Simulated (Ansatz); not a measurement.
# Dielectric response of ZnS (10-10) films

How well do thin wurtzite ZnS (10-10) films screen a perpendicular field?

Main program and level: Ansatz 0.2.0; plane-wave DFT, PBE, Ansatz PAW (set soft_1); PAW set soft_1, in the first sound run; inputs show where later runs differ.

This is a report of a sequence of runs, with the program logs left out and the cost of each run kept.

## 1. Starting point

The cell holds 12 atoms: 6 Zn and 6 S. Cell: a = 3.820 Å, b = 6.260 Å, c = 25.719 Å, α = 90.0°, β = 90.0°, γ = 90.0°. It derives from ZnS (wurtzite ZnS). Vacuum lies along c.

## 2. Relaxing the film, 12 atoms, units 3

The structure is relaxed first, because levels and dipoles at a surface follow the positions of the outer atoms.

Contents of input.yaml:

```yaml
crystal:
  lattice:
    - [3.82, 0.0, 0.0]
    - [0.0, 6.26, 0.0]
    - [0.0, 0.0, 25.7191730991]
  atoms:
    - { symbol: Zn, position: [0.0, 0.0, 0.3499334899] }
    - { symbol: S, position: [0.0, 0.375, 0.3499334899] }
    - { symbol: Zn, position: [0.5, 0.5, 0.3928096356] }
    - { symbol: S, position: [0.5, 0.875, 0.3928096356] }
    - { symbol: Zn, position: [0.5, 0.0, 0.4785619271] }
    - { symbol: S, position: [0.5, 0.375, 0.4785619271] }
    - { symbol: Zn, position: [0.0, 0.5, 0.5214380729] }
    - { symbol: S, position: [0.0, 0.875, 0.5214380729] }
    - { symbol: Zn, position: [0.0, 0.0, 0.6071903644] }
    - { symbol: S, position: [0.0, 0.375, 0.6071903644] }
    - { symbol: Zn, position: [0.5, 0.5, 0.6500665101] }
    - { symbol: S, position: [0.5, 0.875, 0.6500665101] }
kpoints:
  mp_grid: { grid: [8, 4, 1] }
hamiltonian:
  xc: pbe
  pseudopotentials: { kind: paw, azcp: { folder: soft_1 } }
scf:
  occupations: { method: fixed }
  convergence: { dr2_threshold: 1.0e-09 }
efield:
  axis: 3
  dipole_correction: true
  ramp_position: 0.97
  ramp_width: 0.06
relax:
  f_tol: 0.003
  max_steps: 100
output:
  write_potential: true
  write_density: true
  volumetric_format: npy
```

Command:

```sh
$ ansatz run input.yaml --threads 4 --pin off --max-ram 8192MiB --backend cpu --events-out ev --progress --plain --runs-dir out
```

Run time: 2.2 min. Hardware: 4 threads of Arm Neoverse V1, shared host; peak memory 1.3 GiB.

Relaxation path:

```
step  energy less that of the first step (eV)  largest force component (eV/Å)
   1                                   0.0000                          1.1567
   2                                  -0.6621                          0.7142
   3                                  -0.9729                          0.3153
   4                                  -1.0330                          0.0806
   5                                  -1.0382                          0.0348
   6                                  -1.0398                          0.0194
   7                                  -1.0400                          0.0065
   8                                  -1.0400                          0.0010
```

Forces are held to the 2 operations that the program found; a distortion that breaks them can't arise in this run.

The atoms that moved most (Å):

```
atom     dx      dy      dz  length
Zn11  0.000   0.274  -0.479   0.551
 Zn1  0.000   0.274   0.479   0.551
  S2  0.000   0.030  -0.231   0.232
 S12  0.000   0.030   0.231   0.232
 Zn3  0.000  -0.116  -0.178   0.212
 Zn9  0.000  -0.116   0.178   0.212
 Zn7  0.000  -0.067  -0.075   0.101
 Zn5  0.000  -0.067   0.075   0.101
```

This step gave:

| Quantity | Value |
| --- | --- |
| gap on the k-mesh | 2.244 eV |
| dipole along the normal | -3.90e-8 e·Å |
| ionisation energy, upper face | 5.972 eV |
| electron affinity, upper face | 3.728 eV |

Running mean over 3.308 Å of the planar mean; the ramp of the sawtooth is left out. Electron's electrostatic potential energy less the highest filled level against z:

```
z (Å)  electron's electrostatic potential energy less the highest filled level (eV)
  3.5                                                                          5.97
  4.0                                                                          5.97
  4.5                                                                          5.97
  5.0                                                                          5.97
  5.5                                                                          5.96
  6.0                                                                          5.90
  6.5                                                                          5.63
  7.0                                                                          4.83
  7.5                                                                          3.41
  8.0                                                                          1.29
  8.5                                                                         -1.03
  9.0                                                                         -2.55
  9.5                                                                         -3.05
 10.0                                                                         -3.18
 10.5                                                                         -3.52
 11.0                                                                         -3.73
 11.5                                                                         -3.39
 12.0                                                                         -3.14
 12.5                                                                         -3.22
 13.0                                                                         -3.24
 13.5                                                                         -3.16
 14.0                                                                         -3.22
 14.5                                                                         -3.63
 15.0                                                                         -3.68
 15.5                                                                         -3.29
 16.0                                                                         -3.13
 16.5                                                                         -2.85
 17.0                                                                         -1.83
 17.5                                                                         0.224
 18.0                                                                          2.56
 18.5                                                                          4.29
 19.0                                                                          5.35
 19.5                                                                          5.83
 20.0                                                                          5.94
 20.5                                                                          5.96
 21.0                                                                          5.97
 21.5                                                                          5.97
 22.0                                                                          5.97
 22.5                                                                          5.97
```

The relaxation took 8 steps and lowered the energy by 1.0 eV; the largest force on the free atoms ends at 9.6e-4 eV/Å.

The gap is 2.24 eV, with the valence edge 5.97 eV and the conduction edge 3.73 eV under the upper vacuum level.

## 3. Single point on the relaxed film, 12 atoms, units 3

The film was relaxed beforehand; a single point on the relaxed positions gives its levels and potential.

input.yaml, the sections that differ from step 2:

```yaml
crystal:
  lattice:
    - [3.82, 0.0, 0.0]
    - [0.0, 6.26, 0.0]
    - [0.0, 0.0, 25.7191730991]
  atoms:
    - { symbol: Zn, position: [0.0, 0.0437158478, 0.3685443891] }
    - { symbol: S, position: [0.0, 0.3797342165, 0.3409675472] }
    - { symbol: Zn, position: [0.5, 0.4815489856, 0.3858998741] }
    - { symbol: S, position: [0.5, 0.8650903971, 0.39322241] }
    - { symbol: Zn, position: [0.5, -0.0107065304, 0.4814759281] }
    - { symbol: S, position: [0.5, 0.3656170786, 0.4755953325] }
    - { symbol: Zn, position: [0.0, 0.48929347, 0.5185240716] }
    - { symbol: S, position: [0.0, 0.8656170784, 0.5244046681] }
    - { symbol: Zn, position: [0.0, -0.0184510125, 0.6141001254] }
    - { symbol: S, position: [0.0, 0.365090399, 0.6067775904] }
    - { symbol: Zn, position: [0.5, 0.5437158504, 0.6314556109] }
    - { symbol: S, position: [0.5, 0.8797342194, 0.6590324527] }
output:
  eigenvalues: true
  write_potential: true
  write_density: true
  volumetric_format: npy
# kpoints, hamiltonian, scf, efield: as in step 2
# relax: removed
```

Run time: 29 s. Hardware: 4 threads; peak memory 1.4 GiB.

This step gave:

```
dipole along the normal : 8.73e-7 e·Å
```

Running mean over 3.308 Å of the planar mean; the ramp of the sawtooth is left out. The electron's electrostatic potential energy less the highest filled level by z:

z (Å), electron's electrostatic potential energy less the highest filled level (eV) and a bar from the least value:
```
        4       5.97 ##############################
        5       5.97 ##############################
        6       5.90 ##############################
        7       4.83 ##########################
        8       1.29 ################
        9      -2.55 ####
       10      -3.18 ##
       11      -3.73 
       12      -3.14 ##
       13      -3.24 ##
       14      -3.22 ##
       15      -3.68 
       16      -3.13 ##
       17      -1.83 ######
       18       2.56 ###################
       19       5.35 ############################
       20       5.94 ##############################
       21       5.97 ##############################
       22       5.97 ##############################
```

The gap is 2.24 eV, with the valence edge 5.97 eV and the conduction edge 3.73 eV under the upper vacuum level.

## 4. Atoms held, 12 atoms, units 3, field 0.05 V/Å

A sawtooth potential applies the field, turning back in the middle of the vacuum. With the dipole correction the typed value is the field outside the slab. The induced dipole is small, so the SCF threshold is tight.

Edit input.yaml of step 3 so:

```diff
@@ -25,3 +25,3 @@
   occupations: { method: fixed }
-  convergence: { dr2_threshold: 1.0e-09 }
+  convergence: { dr2_threshold: 1.0e-10 }
 efield:
@@ -31,4 +31,4 @@
   ramp_width: 0.06
+  amplitude: 0.05
 output:
-  eigenvalues: true
   write_potential: true
```

Run time: 32 s. Hardware: 4 threads; peak memory 1.4 GiB; 2.1 min of CPU time.

Numbers from this step:

- gap on the k-mesh: 2.240 eV
- dipole along the normal: 0.05613 e·Å

The dipole is 0.0561 e·Å, and the gap on the mesh 2.240 eV.

## 5. Atoms held, 12 atoms, units 3, field -0.05 V/Å

Edit input.yaml of step 4 so:

```diff
@@ -31,3 +31,3 @@
   ramp_width: 0.06
-  amplitude: 0.05
+  amplitude: -0.05
 output:
```

Wall time 32 s (4 threads); peak memory 1.4 GiB; 2.1 min of CPU time.

The dipole is -0.0561 e·Å, and the gap on the mesh 2.240 eV.

## 6. Response with the atoms held, 12 atoms, units 3

This step: plane-wave DFT, PBE, Ansatz PAW (set soft_1); response to a field along the normal, atoms held; PAW set soft_1 (Ansatz 0.2.0).

The two fields give this film's response with the atoms held: the electronic part.

Numbers from this step:

| Quantity | Value |
| --- | --- |
| equivalent conductor thickness p/(ε₀AE) | 8.494 Å |
| distance between the outer atoms | 8.180 Å |
| thickness | 9.925 Å |
| inner field over outer field | 0.1668 |
| local ε in the middle | 5.994 |

Local field over the applied field, running mean. From the potentials at -0.05 and 0.05 V/Å; running mean over 3.308 Å, taken twice. Local field over applied field against z:

z (Å), local field over applied field and a bar from the least value:
```
      4.0      0.989 ##############################
      4.5      0.989 ##############################
      5.0      0.974 #############################
      5.5      0.945 ############################
      6.0      0.898 ###########################
      6.5      0.831 ########################
      7.0      0.744 #####################
      7.5      0.643 #################
      8.0      0.536 #############
      8.5      0.433 ##########
      9.0      0.343 ######
      9.5      0.272 ####
     10.0      0.221 ##
     10.5      0.191 #
     11.0      0.174 
     11.5      0.168 
     12.0      0.166 
     12.5      0.166 
     13.0      0.166 
     13.5      0.166 
     14.0      0.167 
     14.5      0.170 
     15.0      0.182 #
     15.5      0.206 #
     16.0      0.247 ###
     16.5      0.309 #####
     17.0      0.392 ########
     17.5      0.490 ############
     18.0      0.597 ################
     18.5      0.701 ###################
     19.0      0.795 #######################
     19.5      0.871 ##########################
     20.0      0.927 ############################
     20.5      0.963 #############################
     21.0      0.984 ##############################
     21.5      0.993 ##############################
```

Electrons, planar mean, per unit field. Induced electron density against z:

z (Å), induced electron density (e/Å³ per V/Å) and a bar from the least value:
```
      4.0    0.00000 ###############
      4.5    0.00001 ###############
      5.0    0.00002 ###############
      5.5    0.00005 ###############
      6.0    0.00015 ###############
      6.5    0.00042 #################
      7.0    0.00103 #####################
      7.5    0.00211 ###########################
      8.0    0.00268 ##############################
      8.5    0.00201 ##########################
      9.0    0.00192 ##########################
      9.5    0.00023 ################
     10.0   -0.00143 ######
     10.5   -0.00079 ##########
     11.0   -0.00009 ##############
     11.5    0.00023 ################
     12.0    0.00088 ####################
     12.5    0.00119 #####################
     13.0   -0.00056 ###########
     13.5   -0.00125 #######
     14.0   -0.00043 ############
     14.5   -0.00006 ##############
     15.0    0.00038 #################
     15.5    0.00131 ######################
     16.0    0.00080 ###################
     16.5   -0.00144 ######
     17.0   -0.00197 ###
     17.5   -0.00239 #
     18.0   -0.00254 
     18.5   -0.00147 ######
     19.0   -0.00063 ###########
     19.5   -0.00024 #############
     20.0   -0.00008 ##############
     20.5   -0.00003 ##############
     21.0   -0.00001 ###############
     21.5    0.00000 ###############
```

By hand: between -0.05 and 0.05 V/Å the dipole changes by 0.1122 e·Å, a slope of 1.122 e·Å²/V. A perfect conductor of thickness t has p = ε₀AEt, so t = 180.95 × 1.122 / 23.913 = 8.49 Å (e/ε₀ = 180.95 V·Å, A in Å²).

The induced dipole is that of a conductor 8.49 Å thick.

## 7. Field on, atoms free, 12 atoms, field 0.05 V/Å

This step: plane-wave DFT, PBE, Ansatz PAW (set soft_1); PAW set soft_1 (Ansatz 0.2.0).

Now the atoms may follow the field. A weak field makes forces of meV/Å to tens of meV/Å, so the force tolerance is set well below the usual one.

Edit input.yaml of step 5 so:

```diff
@@ -31,3 +31,6 @@
   ramp_width: 0.06
-  amplitude: -0.05
+  amplitude: 0.05
+relax:
+  f_tol: 0.0006
+  max_steps: 70
 output:
```

Elapsed: 73 s, on 4 threads; peak memory 1.3 GiB; 4.8 min of CPU time.

No atom moved by 0.005 Å in the relaxation.

This step gave:

```
gap on the k-mesh       : 2.242 eV
dipole along the normal : 0.05995 e·Å
```

The relaxation took 4 steps and lowered the energy by 9.6e-5 eV; the largest force on the free atoms ends at 2.8e-4 eV/Å.

The dipole is 0.0600 e·Å, and the gap on the mesh 2.242 eV.

## 8. Relaxing in the field, 12 atoms, field -0.05 V/Å

The opposite sign, again from the field-free geometry; the difference of the two cancels what relaxes without a field.

Edit input.yaml of step 7 so:

```diff
@@ -31,3 +31,3 @@
   ramp_width: 0.06
-  amplitude: 0.05
+  amplitude: -0.05
 relax:
```

Run time: 75 s. Hardware: 4 threads; peak memory 1.3 GiB.

No atom moved by 0.005 Å in the relaxation.

The relaxation took 4 steps and lowered the energy by 9.6e-5 eV; the largest force on the free atoms ends at 3.1e-4 eV/Å.

The dipole is -0.0600 e·Å, and the gap on the mesh 2.242 eV.

## 9. Response with the atoms relaxed, 12 atoms, units 3

This step: plane-wave DFT, PBE, Ansatz PAW (set soft_1); response to a field along the normal, atoms relaxed; PAW set soft_1 (Ansatz 0.2.0).

The two relaxed runs give the static response.

This step gave:

| Item | Value |
| --- | --- |
| equivalent conductor thickness p/(ε₀AE) | 9.074 Å |
| distance between the outer atoms | 8.181 Å |
| inner field over outer field | 0.1142 |
| local ε in the middle | 8.760 |

Local field over the applied field, running mean. From the potentials at -0.05 and 0.05 V/Å; running mean over 3.308 Å, taken twice. Table of local field over applied field by z:

```
z (Å)  local field over applied field
    4                           0.989
    5                           0.968
    6                           0.909
    7                           0.736
    8                           0.515
    9                           0.290
   10                           0.141
   11                           0.110
   12                           0.106
   13                           0.136
   14                           0.102
   15                           0.119
   16                           0.159
   17                           0.357
   18                           0.577
   19                           0.797
   20                           0.930
   21                           0.981
```

The induced dipole is that of a conductor 9.07 Å thick.

## 10. Relaxation, 16 atoms, units 4

This step: plane-wave DFT, PBE, Ansatz PAW (set soft_1); PAW set soft_1 (Ansatz 0.2.0).

System of this step: ZnS (10-10), 4 units. The cell holds 16 atoms: 8 Zn and 8 S. Cell: a = 3.820 Å, b = 6.260 Å, c = 29.027 Å, α = 90.0°, β = 90.0°, γ = 90.0°. It derives from ZnS (wurtzite ZnS). Vacuum lies along c.

The next thickness, treated alike, so that differences show the interior and the faces cancel.

Contents of input.yaml:

```yaml
crystal:
  lattice:
    - [3.82, 0.0, 0.0]
    - [0.0, 6.26, 0.0]
    - [0.0, 0.0, 29.0273901415]
  atoms:
    - { symbol: Zn, position: [0.0, 0.0, 0.3100519873] }
    - { symbol: S, position: [0.0, 0.375, 0.3100519873] }
    - { symbol: Zn, position: [0.5, 0.5, 0.3480415899] }
    - { symbol: S, position: [0.5, 0.875, 0.3480415899] }
    - { symbol: Zn, position: [0.5, 0.0, 0.4240207949] }
    - { symbol: S, position: [0.5, 0.375, 0.4240207949] }
    - { symbol: Zn, position: [0.0, 0.5, 0.4620103975] }
    - { symbol: S, position: [0.0, 0.875, 0.4620103975] }
    - { symbol: Zn, position: [0.0, 0.0, 0.5379896025] }
    - { symbol: S, position: [0.0, 0.375, 0.5379896025] }
    - { symbol: Zn, position: [0.5, 0.5, 0.5759792051] }
    - { symbol: S, position: [0.5, 0.875, 0.5759792051] }
    - { symbol: Zn, position: [0.5, 0.0, 0.6519584101] }
    - { symbol: S, position: [0.5, 0.375, 0.6519584101] }
    - { symbol: Zn, position: [0.0, 0.5, 0.6899480127] }
    - { symbol: S, position: [0.0, 0.875, 0.6899480127] }
kpoints:
  mp_grid: { grid: [8, 4, 1] }
hamiltonian:
  xc: pbe
  pseudopotentials: { kind: paw, azcp: { folder: soft_1 } }
scf:
  occupations: { method: fixed }
  convergence: { dr2_threshold: 1.0e-09 }
efield:
  axis: 3
  dipole_correction: true
  ramp_position: 0.97
  ramp_width: 0.06
relax:
  f_tol: 0.003
  max_steps: 100
output:
  write_potential: true
  write_density: true
  volumetric_format: npy
```

Run time: 4.1 min. Hardware: 4 threads; peak memory 1.7 GiB.

The steps of the relaxation:

```
step  energy less that of the first step (eV)  largest force component (eV/Å)
   1                                   0.0000                          1.1499
   2                                  -0.6827                          0.7223
   3                                  -0.9949                          0.2986
   4                                  -1.0495                          0.0670
   5                                  -1.0518                          0.0579
   6                                  -1.0546                          0.0177
   7                                  -1.0547                          0.0046
   8                                  -1.0547                          0.0006
```

The run keeps the 2 symmetry operations that the program found, so distortions that break them were not tested.

The atoms that moved most (Å):

```
atom     dx      dy      dz  length
 Zn1  0.000   0.292   0.451   0.537
Zn15  0.000   0.292  -0.451   0.537
 S16  0.000   0.051   0.243   0.249
  S2  0.000   0.051  -0.243   0.249
Zn13  0.000  -0.103   0.183   0.210
 Zn3  0.000  -0.103  -0.183   0.210
  S6  0.000  -0.038  -0.083   0.092
 S12  0.000  -0.038   0.083   0.092
```

The relaxation took 8 steps and lowered the energy by 1.1 eV; the largest force on the free atoms ends at 6.4e-4 eV/Å.

The gap is 2.20 eV, with the valence edge 5.98 eV and the conduction edge 3.78 eV under the upper vacuum level.

(Part 1 of 3 ends here.)

[Long decimals in the printed logs are rounded to 6 places.]

[Logs are printed without paths, hosts, clocks, repeated set-up lines and the standing remarks that a program may print on its own settings, such as how far it seeks lower states.]

[Hosts, paths, dates, database ids (printed as entryN), source tags and the programs' standing remarks are cut or masked in the printed files.]

[Maps of the electrostatic potential energy from Ansatz leave out the sawtooth potential of an applied field or a dipole correction, so their vacuum need not be flat; planar profiles and work functions include it.]
